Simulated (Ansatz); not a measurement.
# BaZrO3 (Pm-3m): zone-centre modes under pressure, part 2 of 3

Wanted: Grüneisen parameters and pressure coefficients of the modes of BaZrO3 (Pm-3m).

Ansatz 0.2.0; DFT LDA, scalar-relativistic, plane waves, PAW; PAW set soft_1.

So far. Step 3 (Tight relaxation): The forces vanish by symmetry and the pressure is -0.004 GPa, within the tolerances set. The cell now holds 14.27 Å³/atom.

### 4. Zone-centre response at rest

The modes at rest are the reference of the series, and the response to a field gives the dielectric tensor and the Born charges.

File input.yaml:

```yaml
crystal:
  lattice:
    - [4.1475187852, 0.0, 0.0]
    - [0.0, 4.1475187852, 0.0]
    - [0.0, 0.0, 4.1475187852]
  atoms:
    - { symbol: O, position: [0.0, 0.5, 0.5] }
    - { symbol: O, position: [0.5, 0.0, 0.5] }
    - { symbol: O, position: [0.5, 0.5, 0.0] }
    - { symbol: Zr, position: [0.5, 0.5, 0.5] }
    - { symbol: Ba, position: [0.0, 0.0, 0.0] }
kpoints:
  mp_grid: { grid: [8, 8, 8] }
hamiltonian:
  xc: lda
  pseudopotentials: { kind: paw, azcp: { folder: soft_1 }, xc_functional: pbe }
scf:
  occupations: { method: fixed }
output:
  eigenvalues: true
phonons:
  method: dfpt
  dielectric: true
  rigid_motions: translations
  raman: true
```

Launch:

```sh
ansatz run input.yaml --threads 8 --pin off --max-ram 16384MiB --backend cpu --events-out ev --progress --plain --runs-dir out
```

Numbers of over 12 decimals in the logs are rounded to 6 here.

What it wrote:

```text
[...]
Crystal: 5 atoms, lattice volume = 71.345 Å³
Basis set: ecut = 420 eV, 1365 PW (Γ), exchange–correlation on 60×60×60 points (8 copies of the dense FFT grid, shifted against one another)
Bands: 25, of which v1, the nominal top of the filled ones, is band 20 counted from 1 (19 counted from 0)
Symmetry: 48 space group operations
k-points: 170 of 512 (irreducible under 2 space group operations, time reversal used)
[...]
SCF iter   1: F=—  HF=-11532.858823 eV  |F-HF|=—  |Δ(HF+E_count)|=         —  Δρ=5.76e-2  dr2=1.64e0  ethr=3.10e-3  ⟨swp⟩=5.0  Hψ=18531  notcnv=0  defer=376
[...]
SCF iter   9: F=-11532.547580 eV  HF=-11532.547580 eV  |F-HF|=2.18e-11  |Δ(HF+E_count)|=  8.37e-11  Δρ=2.04e-7  dr2=3.52e-11  ethr=1.00e-12  ⟨swp⟩=13.2  Hψ=28760  notcnv=0
SCF 1 converged in 9 iterations: F = -11532.547580 eV  dr2 = 3.52e-11
[...]
DFPT response loops at Γ: preconditioner auto → none (the input reference at scf.mixing.eps_inf says where Resta's filter doesn't serve); β = 0.50; Broyden in place of MSR1
── the response to a field inside a basis, on 8×8×8 k-points: an SCF that follows is theirs, and a resumed run solves both again ──
Bands: 21, of which v1, the nominal top of the filled ones, is band 20 counted from 1 (19 counted from 0)
k-points: 20
[...]
Eigensolver: Dense (20 Hₖ)
SCF iter   1: F=—  HF=-11532.545142 eV  |F-HF|=—  |Δ(HF+E_count)|=         —  Δρ=4.39e-4  dr2=2.54e-5  ethr=1.00e-1
[...]
SCF iter   6: F=-11532.545132 eV  HF=-11532.545132 eV  |F-HF|=0.00e0  |Δ(HF+E_count)|=  7.46e-11  Δρ=1.05e-7  dr2=7.72e-12  ethr=1.00e-12
SCF 1 converged in 6 iterations: F = -11532.545132 eV  dr2 = 7.72e-12
[...]
SCF converged after 9 iterations
Free energy (F): -11532.547580 eV
[...]
Internal energy: -11532.547580 eV  (E = F + TS)
E sigma→0 (E₀):  -11532.547580 eV
Fermi energy:    9.846423 eV
[...]
--- Band table (eV; the first three rows and the last of 170) ---
  k-point 0: bands = [... 16 lower, 8.7837, 9.7011, 9.7011, 9.7011, 13.0519, 13.0519, 13.0519, 14.5152, ... 1 higher]
  k-point 1: bands = [... 16 lower, 8.6640, 9.2564, 9.6469, 9.6469, 13.1021, 13.4313, 13.4313, 14.7753, ... 1 higher]
  k-point 2: bands = [... 16 lower, 8.4030, 8.5652, 9.5578, 9.5578, 13.2324, 14.3231, 14.3231, 15.4113, ... 1 higher]
  k-point 169: bands = [... 16 lower, 7.3295, 9.8464, 9.8464, 9.8464, 15.9918, 15.9918, 15.9918, 17.0921, ... 1 higher]
--- Phonons (Γ-DFPT): 4 representative perturbations + reference, on 170 of 512 k-points (Σ response iterations 12) ---
  k mesh reduced under 2 symmetry operations, with k and −k counted as one. Each operation leaves every solved perturbation unchanged. A smaller set is not considered because the run solves the response to a homogeneous field
  ASR residual: 1.100e-4 → 0.000e0 eV/Å²; symmetrization residual: 2.670e-6 eV/Å²
  ASR residual per site (eV/Å²): 1.10e-4 1.10e-4 1.10e-4 4.29e-5 2.44e-5
  Γ frequencies (cm⁻¹): 0.00 0.00 0.00 92.36 92.36 92.36 168.52 168.52 168.52 192.79 192.79 192.79 524.94 524.94 524.94
  ε∞ (high-frequency dielectric tensor):
        4.909301     0.000000     0.000000
        0.000000     4.909301     0.000000
        0.000000     0.000000     4.909301
  ε⁰ (static dielectric tensor: ions relaxed, cell fixed):
       70.327576    -0.000000     0.000000
       -0.000000    70.327576     0.000000
        0.000000     0.000000    70.327576
  ε⁰ − ε∞ (ionic part):
       65.418275    -0.000000     0.000000
       -0.000000    65.418275     0.000000
        0.000000     0.000000    65.418275
  softest optical mode at Γ: 92.36 cm⁻¹; the repairs (sum rule, projections) moved no ω² at Γ by more than (1.60 cm⁻¹)²
  Born effective charges Z* (e; rows j = field, columns β = displacement):
    site 0:
        -4.78745   -0.00000    0.00000
        -0.00000   -2.03033    0.00000
         0.00000    0.00000   -2.03033
    site 1:
        -2.03033    0.00000   -0.00000
        -0.00000   -4.78745    0.00000
         0.00000    0.00000   -2.03033
    site 2:
        -2.03033   -0.00000    0.00000
         0.00000   -2.03033    0.00000
         0.00000    0.00000   -4.78745
    site 3:
         6.10009   -0.00000    0.00000
         0.00000    6.10009    0.00000
         0.00000    0.00000    6.10009
    site 4:
         2.74802   -0.00000   -0.00000
         0.00000    2.74802    0.00000
         0.00000   -0.00000    2.74802
  Z* charge neutrality: 1.165e-5 e pre-enforcement
  k-mesh period / interband length: 33.2 Å / 1.55 Å = 21.35 at k = (0.0000, 0.0000, 0.0000), direct gap 3.351 eV — 14 or more, which is no proof of convergence
  Raman tensors (in the event stream and the table raman_tensors.tsv): an entry may err by 9.9e-4 Å², one of the second-order susceptibility by 1.9e-19 pm/V (basis, points and sum rule); their sum over the sites missed zero by 6.035e-21 Å² ahead of its enforcement
  optical modes at Γ without the LO–TO term, one row a degenerate level:
      ω (cm⁻¹)  modes    IR ((D/Å)²/amu)  static Raman (Å⁴/amu)  depolarisation
         92.36      3            40.1532                 0.0000               —
        168.52      3             0.0000                 0.0000               —
        192.79      3            60.0690                 0.0000               —
        524.94      3            66.6341                 0.0000               —
  optical modes at Γ + LO–TO along q̂ = [1.0000, 0.0000, 0.0000]:
      ω (cm⁻¹)  modes    IR ((D/Å)²/amu)  static Raman (Å⁴/amu)  depolarisation
         92.36      2            26.7688                 0.0000               —
        136.39      1             0.1416                 0.0000               —
        168.52      3             0.0000                 0.0000               —
        192.79      2            40.0460                 0.0000               —
        363.52      1             6.4586                 0.0000               —
        524.94      2            44.4227                 0.0000               —
        713.58      1            49.0185                 0.0000               —
  optical modes at Γ + LO–TO along q̂ = [0.0000, 1.0000, 0.0000]:
      ω (cm⁻¹)  modes    IR ((D/Å)²/amu)  static Raman (Å⁴/amu)  depolarisation
         92.36      2            26.7688                 0.0000               —
        136.39      1             0.1416                 0.0000               —
        168.52      3             0.0000                 0.0000               —
        192.79      2            40.0460                 0.0000               —
        363.52      1             6.4586                 0.0000               —
        524.94      2            44.4227                 0.0000               —
        713.58      1            49.0185                 0.0000               —
  optical modes at Γ + LO–TO along q̂ = [0.0000, 0.0000, 1.0000]:
      ω (cm⁻¹)  modes    IR ((D/Å)²/amu)  static Raman (Å⁴/amu)  depolarisation
         92.36      2            26.7688                 0.0000               —
        136.39      1             0.1416                 0.0000               —
        168.52      3             0.0000                 0.0000               —
        192.79      2            40.0460                 0.0000               —
        363.52      1             6.4586                 0.0000               —
        524.94      2            44.4227                 0.0000               —
        713.58      1            49.0185                 0.0000               —
```

Run time: 54 s. Hardware: 8 threads of Intel Xeon at 2.60GHz (Ice Lake), shared host; peak memory 1.9 GiB.

In the SCF lines HF is the Harris–Foulkes energy and dr2 the Hartree energy of the density residual, in eV; the loop may stop once dr2 is under the threshold and the program's other checks hold. Hψ counts applications of the Hamiltonian.

This step gave:

- sum-rule residual before enforcement: 1.10e-4 eV/Å²
- miss of the charge sum rule: 1.17e-5 e
- point group: m-3m
- highest optical mode at the zone centre (no LO-TO term): 524.9 cm⁻¹
- lowest optical zone-centre mode: 92.36 cm⁻¹
- mean high-frequency dielectric constant: 4.909
- largest Born charge (third of the trace): 6.100 e
- mean static dielectric constant: 70.33
- top of the zone-centre spectrum with the field: 713.6 cm⁻¹

Without the LO-TO term. Patterns of degenerate modes are one choice out of their space. Modes at Γ, with each element's share of the kinetic energy:

```tsv
mode	frequency (cm⁻¹)	symmetry	O %	Zr %	Ba %
1	0.0	acoustic	17	33	50
2	0.0	acoustic	17	33	50
3	0.0	acoustic	17	33	50
4	92.4	T1u	51	8	41
5	92.4	T1u	51	8	41
6	92.4	T1u	51	8	41
7	168.5	T2u	100	0	0
8	168.5	T2u	100	0	0
9	168.5	T2u	100	0	0
10	192.8	T1u	35	56	9
11	192.8	T1u	35	56	9
12	192.8	T1u	35	56	9
13	524.9	T1u	97	3	0
14	524.9	T1u	97	3	0
15	524.9	T1u	97	3	0
```

Displacements in mode 4 (92.4 cm⁻¹), the largest set to 1:
```
O1  -0.57  0.64 -0.94
O2  -1.00  0.37 -0.94
O3  -1.00  0.64 -0.54
Zr4 -0.26  0.16 -0.24
Ba5  0.47 -0.30  0.44
```

Displacements in mode 15 (524.9 cm⁻¹), the largest set to 1:
```
O1   0.00  0.01 -0.25
O2   0.00 -0.05 -0.25
O3   0.00  0.01  1.00
Zr4  0.00  0.00 -0.07
Ba5  0.00  0.00 -0.01
```

Optical modes at the zone centre, without and with the macroscopic field of the longitudinal modes; each column is sorted by frequency, so a row need not hold one and the same mode. Modes with and without the field, by row:

```tsv
rank among optical modes	no field (cm⁻¹)	q along (1, 0, 0) (cm⁻¹)
1	92.4	92.4
2	92.4	92.4
3	92.4	136.4
4	168.5	168.5
5	168.5	168.5
6	168.5	168.5
7	192.8	192.8
8	192.8	192.8
9	192.8	363.5
10	524.9	524.9
11	524.9	524.9
12	524.9	713.6
```

Born charge (rows field, columns displacement) (e), principal values of the symmetric part by kind of site:

```tsv
atom	atoms with these values	low	middle	high	mean
O1	3	-4.79	-2.03	-2.03	-2.95
Zr4	1	6.10	6.10	6.10	6.10
Ba5	1	2.75	2.75	2.75	2.75
```

In full for O1:

```
-4.79  0.00  0.00
 0.00 -2.03  0.00
 0.00  0.00 -2.03
```

High-frequency dielectric tensor:

```
4.91 0.00 0.00
0.00 4.91 0.00
0.00 0.00 4.91
```

Static dielectric tensor (ions relaxed, fixed cell):

```
70.33  0.00  0.00
 0.00 70.33  0.00
 0.00  0.00 70.33
```

Transverse modes. Lines of the infrared spectrum (strongest = 100):

```tsv
position (cm⁻¹)	label	relative intensity
92	T1u	60
168	T2u	0.0
193	T1u	90
525	T1u	100
```

Before it was imposed, the acoustic sum rule was missed by 1.1e-4 eV/Å² and the charge sum rule by 1.2e-5 e. Small misses are needed for a sound result but don't prove that mesh and cutoff are converged. The lowest optical mode is real, 92.4 cm⁻¹.

### 5. Ground state of a member: 1.06 times the volume at rest

The cell is set to 1.06 times the volume at rest; symmetry leaves nothing else free, so this is a single point.

input.yaml, the sections that differ from step 4:

```yaml
crystal:
  lattice:
    - [4.2288633346, 0.0, 0.0]
    - [0.0, 4.2288633346, 0.0]
    - [0.0, 0.0, 4.2288633346]
  atoms:
    - { symbol: O, position: [0.0, 0.5, 0.5] }
    - { symbol: O, position: [0.5, 0.0, 0.5] }
    - { symbol: O, position: [0.5, 0.5, 0.0] }
    - { symbol: Zr, position: [0.5, 0.5, 0.5] }
    - { symbol: Ba, position: [0.0, 0.0, 0.0] }
output:
  forces: true
  stress: true
  eigenvalues: true
# kpoints, hamiltonian, scf: as in step 4
# phonons: removed
```

What it wrote:

```text
[...]
Crystal: 5 atoms, lattice volume = 75.626 Å³
Basis set: ecut = 420 eV, 1419 PW (Γ)
Bands: 25, of which v1, the nominal top of the filled ones, is band 20 counted from 1 (19 counted from 0)
Symmetry: 48 space group operations
[...]
k-points: 35 of 512
[...]
SCF iter   1: F=—  HF=-11532.829473 eV  |F-HF|=—  |Δ(HF+E_count)|=         —  Δρ=6.10e-2  dr2=2.01e0  ethr=3.10e-3  ⟨swp⟩=4.9  Hψ=3798  notcnv=0  defer=72
[...]
SCF iter   7: F=-11532.421194 eV  HF=-11532.421194 eV  |F-HF|=1.39e-8  |Δ(HF+E_count)|=   4.35e-7  Δρ=8.49e-6  dr2=6.13e-8  ethr=2.50e-10  ⟨swp⟩=9.7  Hψ=5454  notcnv=0
SCF 1 converged in 7 iterations: F = -11532.421194 eV  dr2 = 6.13e-8
[...]
SCF converged after 7 iterations
Free energy (F): -11532.421194 eV
[...]
Internal energy: -11532.421194 eV  (E = F + TS)
E sigma→0 (E₀):  -11532.421194 eV
Fermi energy:    9.078247 eV
[...]
--- Stress (GPa, compression-positive) ---
       -8.978535       0.000000       0.000000
        0.000000      -8.978535       0.000000
        0.000000       0.000000      -8.978535
  P = ⅓ Tr σ = -8.9785 GPa (-89.785 kbar)
--- Band table (eV; the first three rows and the last of 35) ---
  k-point 0: bands = [... 16 lower, 8.1037, 8.8600, 8.8600, 8.8600, 12.1559, 12.1559, 12.1559, 13.6646, ... 1 higher]
  k-point 1: bands = [... 16 lower, 7.9951, 8.4565, 8.8029, 8.8029, 12.2014, 12.5041, 12.5041, 13.9039, ... 1 higher]
  k-point 2: bands = [... 16 lower, 7.7576, 7.8223, 8.7070, 8.7070, 12.3189, 13.3197, 13.3197, 14.4905, ... 1 higher]
  k-point 34: bands = [... 16 lower, 6.5796, 9.0782, 9.0782, 9.0782, 14.9829, 14.9829, 14.9829, 15.8259, ... 1 higher]
```

Elapsed: 0.68 s, on 8 threads; peak memory 0.5 GiB; 3.6 s of CPU time.

Numbers from this step:

* pressure: -8.979 GPa
* gap on the k-mesh: 3.078 eV
* volume per atom: 15.13 Å³

The forces vanish by symmetry, at a pressure of -8.98 GPa.

### 6. Modes of this member: 1.06 times the volume at rest

The zone-centre modes follow for 1.06 times the volume at rest, with the response to a field.

input.yaml: that of step 5 with these lines changed.

```diff
@@ -19,4 +19,6 @@
 output:
-  forces: true
-  stress: true
   eigenvalues: true
+phonons:
+  method: dfpt
+  dielectric: true
+  rigid_motions: translations
```

What it wrote:

```text
[...]
Crystal: 5 atoms, lattice volume = 75.626 Å³
Basis set: ecut = 420 eV, 1419 PW (Γ), exchange–correlation on 60×60×60 points (8 copies of the dense FFT grid, shifted against one another)
Bands: 25, of which v1, the nominal top of the filled ones, is band 20 counted from 1 (19 counted from 0)
Symmetry: 48 space group operations
k-points: 170 of 512 (irreducible under 2 space group operations, time reversal used)
[...]
SCF iter   1: F=—  HF=-11532.829548 eV  |F-HF|=—  |Δ(HF+E_count)|=         —  Δρ=6.10e-2  dr2=2.01e0  ethr=3.10e-3  ⟨swp⟩=5.0  Hψ=18504  notcnv=0  defer=352
[...]
SCF iter   9: F=-11532.421197 eV  HF=-11532.421197 eV  |F-HF|=2.00e-11  |Δ(HF+E_count)|=  2.20e-10  Δρ=2.27e-7  dr2=4.23e-11  ethr=1.00e-12  ⟨swp⟩=13.1  Hψ=29247  notcnv=0
SCF 1 converged in 9 iterations: F = -11532.421197 eV  dr2 = 4.23e-11
[...]
SCF converged after 9 iterations
Free energy (F): -11532.421197 eV
[...]
Internal energy: -11532.421197 eV  (E = F + TS)
E sigma→0 (E₀):  -11532.421197 eV
Fermi energy:    9.078187 eV
[...]
--- Band table (eV; the first three rows and the last of 170) ---
  k-point 0: bands = [... 16 lower, 8.1036, 8.8599, 8.8599, 8.8599, 12.1560, 12.1560, 12.1560, 13.6646, ... 1 higher]
  k-point 1: bands = [... 16 lower, 7.9951, 8.4565, 8.8029, 8.8029, 12.2014, 12.5042, 12.5042, 13.9039, ... 1 higher]
  k-point 2: bands = [... 16 lower, 7.7576, 7.8222, 8.7070, 8.7070, 12.3190, 13.3197, 13.3197, 14.4905, ... 1 higher]
  k-point 169: bands = [... 16 lower, 6.5796, 9.0782, 9.0782, 9.0782, 14.9829, 14.9829, 14.9829, 15.8260, ... 1 higher]
[...]
ASR residual: 8.614e-5 → 0.000e0 eV/Å²; symmetrization residual: 4.804e-6 eV/Å²
  ASR residual per site (eV/Å²): 8.61e-5 8.61e-5 8.61e-5 5.25e-5 5.07e-5
[...]
ε∞ (high-frequency dielectric tensor):
        4.911840    -0.000000     0.000000
       -0.000000     4.911840    -0.000000
       -0.000000     0.000000     4.911840
  ε⁰ (static dielectric tensor: ions relaxed, cell fixed):
      139.534385    -0.000000    -0.000000
       -0.000000   139.534385    -0.000000
       -0.000000    -0.000000   139.534385
  ε⁰ − ε∞ (ionic part):
      134.622545    -0.000000    -0.000000
       -0.000000   134.622545    -0.000000
       -0.000000    -0.000000   134.622545
[...]
Born effective charges Z* (e; rows j = field, columns β = displacement):
    site 0:
        -4.81845   -0.00000   -0.00000
         0.00000   -2.00073    0.00000
         0.00000    0.00000   -2.00073
    site 1:
        -2.00073   -0.00000    0.00000
        -0.00000   -4.81845    0.00000
         0.00000    0.00000   -2.00073
    site 2:
        -2.00073    0.00000    0.00000
        -0.00000   -2.00073    0.00000
         0.00000    0.00000   -4.81845
    site 3:
         6.09841   -0.00000   -0.00000
         0.00000    6.09841    0.00000
         0.00000    0.00000    6.09841
    site 4:
         2.72150    0.00000   -0.00000
        -0.00000    2.72150    0.00000
         0.00000    0.00000    2.72150
  Z* charge neutrality: 3.767e-6 e pre-enforcement
[...]
optical modes at Γ without the LO–TO term, one row a degenerate level:
      ω (cm⁻¹)  modes    IR ((D/Å)²/amu)
         62.43      3            45.3362
        177.83      3            78.3052
        182.18      3             0.0000
        450.74      3            43.3820
  optical modes at Γ + LO–TO along q̂ = [1.0000, 0.0000, 0.0000]:
      ω (cm⁻¹)  modes    IR ((D/Å)²/amu)
         62.43      2            30.2241
        114.16      1             0.1180
        177.83      2            52.2035
        182.18      3             0.0000
        363.46      1             4.7630
        450.74      2            28.9213
        642.82      1            50.7934
  optical modes at Γ + LO–TO along q̂ = [0.0000, 1.0000, 0.0000]:
      ω (cm⁻¹)  modes    IR ((D/Å)²/amu)
         62.43      2            30.2241
        114.16      1             0.1180
        177.83      2            52.2035
        182.18      3             0.0000
        363.46      1             4.7630
        450.74      2            28.9213
        642.82      1            50.7934
  optical modes at Γ + LO–TO along q̂ = [0.0000, 0.0000, 1.0000]:
      ω (cm⁻¹)  modes    IR ((D/Å)²/amu)
         62.43      2            30.2241
        114.16      1             0.1180
        177.83      2            52.2035
        182.18      3             0.0000
        363.46      1             4.7630
        450.74      2            28.9213
        642.82      1            50.7934
```

Elapsed: 26 s, on 8 threads; peak memory 1.7 GiB.

Numbers from this step:

```yaml
sum_rule_residual_before_enforcement: 8.61e-5 eV/Å²
miss_of_the_charge_sum_rule: 3.77e-6 e
highest_optical_mode_at_the_zone_centre_no_lo_to_term: 450.7 cm⁻¹
lowest_optical_zone_centre_mode: 62.43 cm⁻¹
mean_high_frequency_dielectric_constant: 4.912
largest_born_charge_third_of_the_trace: 6.098 e
mean_static_dielectric_constant: 139.5
top_of_the_zone_centre_spectrum_with_the_field: 642.8 cm⁻¹
```

Without the LO-TO term. Patterns of degenerate modes are one choice out of their space. Modes at Γ, with each element's share of the kinetic energy:

```tsv
mode	frequency (cm⁻¹)	symmetry	O %	Zr %	Ba %
1	0.0	acoustic	17	33	50
2	0.0	acoustic	17	33	50
3	0.0	acoustic	17	33	50
4	62.4	T1u	52	7	41
5	62.4	T1u	52	7	41
6	62.4	T1u	52	7	41
7	177.8	T1u	31	60	9
8	177.8	T1u	31	60	9
9	177.8	T1u	31	60	9
10	182.2	T2u	100	0	0
11	182.2	T2u	100	0	0
12	182.2	T2u	100	0	0
13	450.7	T1u	100	0	0
14	450.7	T1u	100	0	0
15	450.7	T1u	100	0	0
```

Displacements in mode 5 (62.4 cm⁻¹), the largest set to 1:
```
O1   0.05 -0.12 -1.00
O2   0.08 -0.08 -1.00
O3   0.08 -0.12 -0.68
Zr4  0.02 -0.03 -0.25
Ba5 -0.04  0.06  0.48
```

Displacements in mode 8 (177.8 cm⁻¹), the largest set to 1:
```
O1   0.05 -0.50 -1.00
O2   0.08 -0.33 -1.00
O3   0.08 -0.50 -0.65
Zr4 -0.07  0.45  0.90
Ba5  0.02 -0.15 -0.29
```

Transverse modes. Infrared lines, with heights relative to the strongest:

```tsv
position (cm⁻¹)	label	relative intensity
62	T1u	58
178	T1u	100
182	T2u	0.0
451	T1u	55
```

Without the LO-TO term the lowest optical mode is real, 62.4 cm⁻¹, and the highest lies at 450.7 cm⁻¹.

Between step 4 and this run (volume ratio 1.06) the value for the highest optical mode at the zone centre (no LO-TO term) moves from 525 cm⁻¹ to 451 cm⁻¹ (-14 %).

(Part 2 of 3 ends here.)

[Logs are printed without paths, hosts, clocks, repeated set-up lines and the standing remarks that a program may print on its own settings, such as how far it seeks lower states.]

[Hosts, paths, dates, database ids (printed as entryN), source tags and the programs' standing remarks are cut or masked in the printed files.]
